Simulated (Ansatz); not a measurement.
# Bi2S3 (Bismuthinite): converging the G0W0 gap

Aim: see how the G0W0 gap of Bi2S3 (Bismuthinite) on PBE moves with empty bands and screening cutoff, and what each rung costs.

Program: Ansatz 0.2.0. Level of theory: G0W0 on PBE, plane waves, PAW. Results are calculated unless marked as measured.

The database entry behind the starting cell differs from later determinations by our own check (about 0.4 % long), so it need not match the best structure at ambient conditions.

## Step 1: Set-up

Symmetry: Pnma, No. 62, orthorhombic system. The conventional cell has a = 11.345 Å, b = 3.994 Å, c = 11.193 Å, α = 90.00°, β = 90.00°, γ = 90.00°. Nearest to Bi lie 6 S at 2.67 to 3.07 Å. Nearest to Bi lie 7 S at 2.60 to 3.34 Å. S has 3 Bi at 2.70 to 2.76 Å nearest. Nearest to S lie 5 Bi at 2.60 to 3.07 Å. Nearest to S lie 5 Bi at 2.67 to 3.34 Å. Farther neighbours and most contacts between anions are not listed.

The cell and positions come from the Crystallography Open Database and are kept as given unless a step says otherwise. Spin-orbit coupling is left out unless a step names it. The default PAW set here is soft_2. Its files were made with PBE.

## Step 2: 248 empty bands, screening to 36 eV

Now the one-shot GW correction: screening in the RPA, then the self-energy of the levels asked for.

input.yaml reads:

```yaml
crystal:
  lattice:
    - [11.345, 0.0, 0.0]
    - [0.0, 3.994, 0.0]
    - [0.0, 0.0, 11.193]
  atoms:
    - { symbol: Bi, position: [0.4835, 0.25, 0.3257] }
    - { symbol: Bi, position: [0.0165, 0.75, 0.8257] }
    - { symbol: Bi, position: [0.9835, 0.25, 0.1743] }
    - { symbol: Bi, position: [0.5165, 0.75, 0.6743] }
    - { symbol: Bi, position: [0.3407, 0.75, 0.0339] }
    - { symbol: Bi, position: [0.1593, 0.25, 0.5339] }
    - { symbol: Bi, position: [0.8407, 0.75, 0.4661] }
    - { symbol: Bi, position: [0.6593, 0.25, 0.9661] }
    - { symbol: S, position: [0.2835, 0.25, 0.1943] }
    - { symbol: S, position: [0.2165, 0.75, 0.6943] }
    - { symbol: S, position: [0.7835, 0.25, 0.3057] }
    - { symbol: S, position: [0.7165, 0.75, 0.8057] }
    - { symbol: S, position: [0.5495, 0.75, 0.1286] }
    - { symbol: S, position: [0.9505, 0.25, 0.6286] }
    - { symbol: S, position: [0.0495, 0.75, 0.3714] }
    - { symbol: S, position: [0.4505, 0.25, 0.8714] }
    - { symbol: S, position: [0.3767, 0.75, 0.4414] }
    - { symbol: S, position: [0.1233, 0.25, 0.9414] }
    - { symbol: S, position: [0.8767, 0.75, 0.0586] }
    - { symbol: S, position: [0.6233, 0.25, 0.5586] }
kpoints:
  mp_grid: { grid: [2, 4, 2] }
hamiltonian:
  xc: pbe
scf:
  occupations: { method: fixed }
gw:
  n_empty_bands: 248
  ecut_chi: 36
  qp_bands: [v2, c2]
  qp_kpoints: band_edges
  screening: { model: contour_deformation }
```

Launch:

```console
$ ansatz run input.yaml --threads 32 --pin off --max-ram 129024MiB --backend cuda --events-out ev --progress --plain --runs-dir out --devices 1 --max-vram 157GiB  # rebuilt from the run's record
```

Numbers of over 12 decimals in the logs are rounded to 6 here.

Output:

```text
GPUs: using 1 of 1 available (devices: 1).
Engine: ansatz 0.2.0, aarch64-unknown-linux-gnu
Pseudopotentials: kind: paw
Pseudopotential: Bi, paw, valence charge 15, recommended cutoff 420 eV (normal), Bi.paw.azcp
Pseudopotential: S, paw, valence charge 6, recommended cutoff 420 eV (normal), S.paw.azcp
Functional definition: PBE
  parameter kappa = 0.804
  parameter beta = 0.066725
  exchange = pbe_x(kappa = kappa, mu = beta*pi^2/3)
  correlation = pbe_c(beta = beta)
device memory: the entry about to start is reckoned to put 14.5 GiB on a device that reports 182.5 GiB free (of which the cap on the GPU budget leaves the run 157.0 GiB)
GPU FFT provider: cuFFT
GPU libraries: cuBLAS 13.8.1, cuFFT 12.4.0, cuSOLVER 12.3.2
GPU matrix products: emulated (plane waves: as basis.precision tells), large ones in fixed point in workspaces of 1.00 GiB
Crystal: 20 atoms, lattice volume = 507.176 Å³
Basis set: ecut = 420 eV, 9929 PW (Γ)
Bands: 116, of which v1, the nominal top of the filled ones, is band 96 counted from 1 (95 counted from 0)
Symmetry: 8 space group operations
Space group: Pnma (ITA 62), of the structure as read, at distance tolerance 8.0e-5 Å
k-points: 12 of 16
Non-local potential: Bi, projectors of the file, l = 0: 2, l = 1: 2, l = 2: 2, l = 3: 2
Non-local potential: S, projectors of the file, l = 0: 2, l = 1: 2, l = 2: 2
PAW form: soft (Blöchl's): semilocal exchange-correlation on the pseudo side does not see the compensation charge
PAW one-centre angular grid: Bi, 590 points (default); XC on 64 Gauss nodes
PAW one-centre angular grid: S, 110 points (default); XC on 64 Gauss nodes
Initial density: superposition of atomic densities (neutral atoms: chi_scale 0, normalization atom), corrected by the library's trained network
Initial wavefunctions: pseudopotential atomic-orbital guess
GPU buffer pool allocated for 162000 grid points (all kernels)
GPU transforms: local potential and band sums: pruned to the plane-wave sphere, on 75×27×75
Functional: x = pbe(κ = 0.804, μ = 0.219515), c = pbe(β = 0.066725)
SCF iter   1: F=—  HF=-110004.242272 eV  |F-HF|=—  |Δ(HF+E_count)|=         —  Δρ=1.27e-3  dr2=7.17e-3  ethr=1.77e-3  ⟨swp⟩=5.0  Hψ=4764  notcnv=0  defer=197
preconditioner: auto → Resta (q_TF=auto, 2.321 Å⁻¹)  ε∞=3.1  [insulator: Δε(μ)=1.425 eV  Ē_g=15.753 eV  n_scr=114 (ndim 8)  ℏωp=22.8 eV  f_vac=0.012  ε∞_Penn≈3.1]
SCF iter   2: F=—  HF=-110004.239500 eV  |F-HF|=—  |Δ(HF+E_count)|=   2.77e-3  Δρ=6.74e-4  dr2=1.27e-3  ethr=3.73e-6  ⟨swp⟩=2.7  Hψ=2803  notcnv=0  defer=214
SCF iter   3: F=—  HF=-110004.240914 eV  |F-HF|=—  |Δ(HF+E_count)|=   1.41e-3  Δρ=3.29e-4  dr2=3.21e-4  ethr=6.63e-7  ⟨swp⟩=3.0  Hψ=2399  notcnv=0  defer=213
SCF iter   4: F=—  HF=-110004.241548 eV  |F-HF|=—  |Δ(HF+E_count)|=   6.33e-4  Δρ=6.14e-5  dr2=2.07e-5  ethr=1.67e-7  ⟨swp⟩=2.0  Hψ=1921  notcnv=0  defer=200
SCF iter   5: F=—  HF=-110004.241559 eV  |F-HF|=—  |Δ(HF+E_count)|=   1.18e-5  Δρ=2.18e-5  dr2=5.94e-6  ethr=1.08e-8  ⟨swp⟩=2.0  Hψ=2383  notcnv=0  defer=161
SCF iter   6: F=—  HF=-110004.241563 eV  |F-HF|=—  |Δ(HF+E_count)|=   3.43e-6  Δρ=9.11e-6  dr2=7.40e-7  ethr=3.09e-9  ⟨swp⟩=2.0  Hψ=1742  notcnv=0  defer=161
SCF iter   7: F=—  HF=-110004.241564 eV  |F-HF|=—  |Δ(HF+E_count)|=   7.58e-7  Δρ=4.40e-6  dr2=1.57e-7  ethr=3.85e-10  ⟨swp⟩=2.0  Hψ=1849  notcnv=0  defer=161
SCF iter   8: F=-110004.241564 eV  HF=-110004.241564 eV  |F-HF|=3.46e-9  |Δ(HF+E_count)|=   9.09e-8  Δρ=1.68e-6  dr2=1.20e-8  ethr=5.21e-11  ⟨swp⟩=9.8  Hψ=5549  notcnv=0
SCF 1 converged in 8 iterations: F = -110004.241564 eV  dr2 = 1.20e-8
  greatest PAW one-centre occupation: 0.990 electrons in one spin orbital (limit 2), on the Bi atom at site 7 (counted from 0), in its partial waves of l = 2
device memory: the entry about to start is reckoned to put 17.1 GiB (of the 18.2 GiB reckoned in all, the device holds 1.1 GiB already) on a device that reports 181.4 GiB free (of which the cap on the GPU budget leaves the run 156.0 GiB)
NSCF: frozen V_eff on 12 k-points
the band table was solved once the SCF had ended and its energy, with any forces and stress, was formed, with the checks that follow a solve (5268 applications of the Hamiltonian). They found nothing against the state; the energy, forces and stress were not computed again (output.eigenvalues in the input reference)
device memory: the entry about to start is reckoned to put 17.6 GiB on a device that reports 182.5 GiB free (of which the cap on the GPU budget leaves the run 157.0 GiB)
NSCF: frozen V_eff on 12 k-points
G₀W₀ screening: q 1/12
[... further progress lines ...]
SCF converged after 8 iterations
Free energy (F): -110004.241564 eV
Harris-Foulkes:  -110004.241564 eV  (|F-HF|=3.46e-9)
Internal energy: -110004.241564 eV  (E = F + TS)
E sigma→0 (E₀):  -110004.241564 eV
Fermi energy:    7.561374 eV
--- Per-component energies (eV) ---
  E_band       = -931.316049
  E_kinetic    = 3683.645123
  E_local      = -14399.398044  (includes V_loc(G=0)·N_el)
  E_nonlocal   = 4843.269858
  E_hartree    = 4747.734459
  E_xc         = -2378.964385
  E_vxc        = -2205.662976  (∫ρ·V_xc dr)
  E_paw        = -92507.001224  (= ΣΔE_a)
  E_vpaw       = -2348.642534  (= ΣTr[D̂ρ^β])
  E_aug_tail   = -0.003399  (compensation charges beyond the density's cutoff)
  E_ewald      = -13993.523952
  E_smearing   = -0.000000  (= −TS)
  E_closure    = -0.000000  (closes the sum)
  Σ components = -110004.241564   (vs F -110004.241564, Δ=0.00e0)
--- Band table (eV; the first three rows and the last of 12) ---
[... rows of the band table ...]
--- G₀W₀: contour deformation, 6 samples at zero and on the imaginary axis and 1 off it, 16 q-points, 248 empty bands' worth ---
  eigenvalues of the whole cell's RPA ε∞ on this k-mesh (on a slab, of 1 + 4πα/V) = 10.2970, 13.7746, 13.8801; static W/v taken at q = 0 is 0.077518
  gw.qp_kpoints: band_edges: 12 of 12 stored k-points solved, in 1 pass; an edge of the gap read off the rows below is read off those points alone
    ik  band        ε_KS         Σx   Σc(E_QP)       V_xc       Z   E_QP_lin       E_QP  E_QP is
     0    95      7.4335   -17.3881     2.5327   -15.0867  0.7406     7.6639     7.6649  root
     0    96      7.4773   -17.3555     2.1185   -15.5399  0.7498     7.7788     7.7803  root
     0    97      8.9855    -9.6736    -2.5993   -12.7866  0.7862     9.5022     9.4991  root
     0    98      9.3110    -9.9374    -2.9199   -13.4980  0.7849     9.9576     9.9517  root
     1    95      7.4813   -17.6585     2.4487   -15.4793  0.7430     7.7495     7.7507  root
     1    96      7.4813   -17.6585     2.4487   -15.4793  0.7430     7.7495     7.7507  root
     1    97      9.1509    -9.7394    -2.7346   -13.0422  0.7839     9.7234     9.7191  root
     1    98      9.1509    -9.7394    -2.7346   -13.0422  0.7839     9.7234     9.7191  root
     2    95      7.2927   -17.3458     2.2498   -15.3769  0.7474     7.5722     7.5735  root
     2    96      7.3685   -17.7199     2.4012   -15.6010  0.7441     7.6495     7.6508  root
     2    97      9.2013    -9.6458    -2.6680   -12.8620  0.7827     9.7534     9.7495  root
     2    98      9.7272   -10.2724    -2.8654   -13.8280  0.7814    10.4249    10.4173  root
     3    95      7.3701   -17.5688     2.3627   -15.4805  0.7451     7.6432     7.6445  root
     3    96      7.3701   -17.5688     2.3627   -15.4805  0.7451     7.6432     7.6445  root
     3    97      9.6678    -9.7957    -2.8138   -13.2316  0.7810    10.2957    10.2899  root
     3    98      9.6678    -9.7957    -2.8138   -13.2316  0.7810    10.2957    10.2899  root
     4    95      7.3209   -17.4926     2.2429   -15.5324  0.7491     7.6023     7.6036  root
     4    96      7.3209   -17.4926     2.2429   -15.5324  0.7491     7.6023     7.6036  root
     4    97      9.8927    -9.5453    -2.9381   -13.1752  0.7806    10.5922    10.5845  root
     4    98      9.8927    -9.5453    -2.9381   -13.1752  0.7806    10.5922    10.5845  root
     5    95      7.2145   -17.5598     2.4816   -15.3150  0.7418     7.4504     7.4514  root
     5    96      7.2145   -17.5598     2.4816   -15.3150  0.7418     7.4504     7.4514  root
     5    97      9.5834    -9.9157    -2.8275   -13.3682  0.7797    10.2140    10.2084  root
     5    98      9.5834    -9.9157    -2.8275   -13.3682  0.7797    10.2140    10.2084  root
[...]
10    95      7.2192   -17.5093     2.4695   -15.2752  0.7420     7.4537     7.4547  root
    10    96      7.2192   -17.5093     2.4695   -15.2752  0.7420     7.4537     7.4547  root
    10    97     10.0354    -9.8447    -2.9764   -13.4700  0.7758    10.6915    10.6843  root
    10    98     10.0354    -9.8447    -2.9764   -13.4700  0.7758    10.6915    10.6843  root
    11    95      6.9712   -17.4169     2.5378   -15.0780  0.7391     7.1694     7.1701  root
    11    96      6.9712   -17.4169     2.5378   -15.0780  0.7391     7.1694     7.1701  root
    11    97      9.8501    -9.6453    -2.9177   -13.1876  0.7786    10.4808    10.4746  root
    11    98      9.8501    -9.6453    -2.9177   -13.1876  0.7786    10.4808    10.4746  root
```

The job ended after 14 s (1 × NVIDIA GB200 with 32 threads of Arm Neoverse V2, shared host; peak memory 2.4 GiB; 34 s of CPU time).

Reading the cycles: dr2 is the Hartree energy of the density residual (eV), the measure of convergence; HF is the Harris–Foulkes estimate of the energy, which meets the free energy F at convergence.

This step gave:

```
bands summed                                 : 344
RPA ε∞ on this mesh (eigenvalues)            : 10.30, 13.77, 13.88
plane waves in the screening matrix          : 235
q-points in the mesh                         : 16
G0W0 gap on the mesh                         : 1.672 eV
k of the valence top                         : -0.5, 0, 0
k of the conduction bottom                   : 0, 0, 0
starting gap on the mesh                     : 1.424 eV
Z at the valence top                         : 0.7433
Z at the conduction bottom                   : 0.7862
least direct G0W0 gap on the computed points : 1.719 eV
```

The gap on the mesh goes from 1.42 eV to 1.67 eV, a correction of +0.25 eV. Between the two edge states, bare exchange in place of the xc potential would open the gap by 5.23 eV, and correlation takes back 4.98 eV.

## Step 3: 703 empty bands, screening to 72 eV

Another rung: the empty bands reach about as high as the screening cutoff, so the two stay in balance.

Edit input.yaml of step 2 so:

```diff
@@ -33,4 +33,4 @@
 gw:
-  n_empty_bands: 248
-  ecut_chi: 36
+  n_empty_bands: 703
+  ecut_chi: 72
   qp_bands: [v2, c2]
```

Output:

```text
GPUs: using 1 of 1 available (devices: 1).
[...]
GPU FFT provider: cuFFT
GPU libraries: cuBLAS 13.8.1, cuFFT 12.4.0, cuSOLVER 12.3.2
[...]
Crystal: 20 atoms, lattice volume = 507.176 Å³
Basis set: ecut = 420 eV, 9929 PW (Γ)
Bands: 116, of which v1, the nominal top of the filled ones, is band 96 counted from 1 (95 counted from 0)
Symmetry: 8 space group operations
[...]
k-points: 12 of 16
[...]
GPU buffer pool allocated for 162000 grid points (all kernels)
[...]
SCF iter   1: F=—  HF=-110004.242272 eV  |F-HF|=—  |Δ(HF+E_count)|=         —  Δρ=1.27e-3  dr2=7.17e-3  ethr=1.77e-3  ⟨swp⟩=5.0  Hψ=4764  notcnv=0  defer=197
[...]
SCF iter   8: F=-110004.241564 eV  HF=-110004.241564 eV  |F-HF|=3.46e-9  |Δ(HF+E_count)|=   9.09e-8  Δρ=1.68e-6  dr2=1.20e-8  ethr=5.21e-11  ⟨swp⟩=9.8  Hψ=5549  notcnv=0
SCF 1 converged in 8 iterations: F = -110004.241564 eV  dr2 = 1.20e-8
[...]
NSCF: frozen V_eff on 12 k-points
[...]
G₀W₀ screening: q 1/12
[... further progress lines ...]
SCF converged after 8 iterations
Free energy (F): -110004.241564 eV
[...]
Internal energy: -110004.241564 eV  (E = F + TS)
E sigma→0 (E₀):  -110004.241564 eV
Fermi energy:    7.561374 eV
[...]
--- Band table (eV; the first three rows and the last of 12) ---
[... rows of the band table ...]
[...]
bands read: the sum over 799 bands ends inside a degenerate multiplet in 10 slots, whose members it reads at an even weight; the widest, k=10: bands 797 to 800 (counted from 1) at 3/4 each
[...]
0    95      7.4335   -17.3881     2.1595   -15.0867  0.7321     7.2913     7.2917  root
     0    96      7.4773   -17.3555     1.7267   -15.5399  0.7414     7.3883     7.3885  root
     0    97      8.9855    -9.6736    -2.9260   -12.7866  0.7802     9.1727     9.1724  root
     0    98      9.3110    -9.9374    -3.2593   -13.4980  0.7783     9.6135     9.6123  root
     1    95      7.4813   -17.6585     2.0684   -15.4793  0.7341     7.3703     7.3705  root
     1    96      7.4813   -17.6585     2.0684   -15.4793  0.7341     7.3703     7.3705  root
     1    97      9.1509    -9.7394    -3.0712   -13.0422  0.7777     9.3831     9.3825  root
     1    98      9.1509    -9.7394    -3.0712   -13.0422  0.7777     9.3831     9.3825  root
[...]
11    95      6.9712   -17.4169     2.1844   -15.0780  0.7310     6.8163     6.8167  root
    11    96      6.9712   -17.4169     2.1844   -15.0780  0.7310     6.8163     6.8167  root
    11    97      9.8501    -9.6453    -3.2636   -13.1876  0.7723    10.1299    10.1288  root
    11    98      9.8501    -9.6453    -3.2636   -13.1876  0.7723    10.1299    10.1288  root
```

Wall time 27 s (1 × NVIDIA GB200 with 32 threads); peak memory 4.3 GiB.

This step gave:

```
bands summed                                 : 799
RPA ε∞ on this mesh (eigenvalues)            : 10.13, 13.37, 13.51
plane waves in the screening matrix          : 717
q-points in the mesh                         : 16
G0W0 gap on the mesh                         : 1.723 eV
k of the valence top                         : -0.5, 0, 0
k of the conduction bottom                   : 0, 0, 0
starting gap on the mesh                     : 1.424 eV
Z at the valence top                         : 0.7345
Z at the conduction bottom                   : 0.7802
least direct G0W0 gap on the computed points : 1.784 eV
```

Against the run with 2×4×2 mesh, 248 empty bands, screening to 36 eV, the gap moves by +0.05 eV.

## Step 4: 1513 empty bands, screening to 120 eV

Edit input.yaml of step 3 so:

```diff
@@ -33,4 +33,4 @@
 gw:
-  n_empty_bands: 703
-  ecut_chi: 72
+  n_empty_bands: 1513
+  ecut_chi: 120.0
   qp_bands: [v2, c2]
```

Output:

```text
GPUs: using 1 of 1 available (devices: 1).
[...]
GPU FFT provider: cuFFT
GPU libraries: cuBLAS 13.8.1, cuFFT 12.4.0, cuSOLVER 12.3.2
[...]
Crystal: 20 atoms, lattice volume = 507.176 Å³
Basis set: ecut = 420 eV, 9929 PW (Γ)
Bands: 116, of which v1, the nominal top of the filled ones, is band 96 counted from 1 (95 counted from 0)
Symmetry: 8 space group operations
[...]
k-points: 12 of 16
[...]
1    98      9.1509    -9.7394    -3.2877   -13.0422  0.7758     9.1660     9.1660  root
[...]
11    95      6.9712   -17.4169     1.9445   -15.0780  0.7274     6.5735     6.5768  root
    11    96      6.9712   -17.4169     1.9445   -15.0780  0.7274     6.5735     6.5768  root
    11    97      9.8501    -9.6453    -3.4811   -13.1876  0.7702     9.9113     9.9112  root
    11    98      9.8501    -9.6453    -3.4811   -13.1876  0.7702     9.9113     9.9112  root
[key lines of the parts left out:]
SCF converged after 8 iterations
Free energy (F): -110004.241564 eV
Fermi energy:    7.561374 eV
```

Run time: 74 s. Hardware: 1 × NVIDIA GB200 with 32 threads; peak memory 9 GiB; 4.1 min of CPU time.

Numbers from this step:

| Item | Value |
| --- | --- |
| bands summed | 1609 |
| RPA ε∞ on this mesh (eigenvalues) | 10.10, 13.30, 13.44 |
| plane waves in the screening matrix | 1541 |
| G0W0 gap on the mesh | 1.766 eV |
| k of the valence top | -0.5, 0, 0 |
| k of the conduction bottom | 0, 0, 0 |
| starting gap on the mesh | 1.424 eV |
| least direct G0W0 gap on the computed points | 1.834 eV |

Against the run with 2×4×2 mesh, 703 empty bands, screening to 72 eV, the gap moves by +0.04 eV.

[end of part 1 of 2]

[Paths, hosts, dates, memory and timing lines, banners, echoed tables and standing remarks are left out of the program output.]

[Logs are printed without paths, hosts, clocks, repeated set-up lines and the standing remarks that a program may print on its own settings, such as how far it seeks lower states.]

[Runs of the session that timed out or met a known fault of the program may be left out.]

[Cells called generated may have been cut or substituted from an entry of the Crystallography Open Database or the Materials Project.]

[Hosts, paths, dates, database ids (printed as entryN), source tags and the programs' standing remarks are cut or masked in the printed files.]
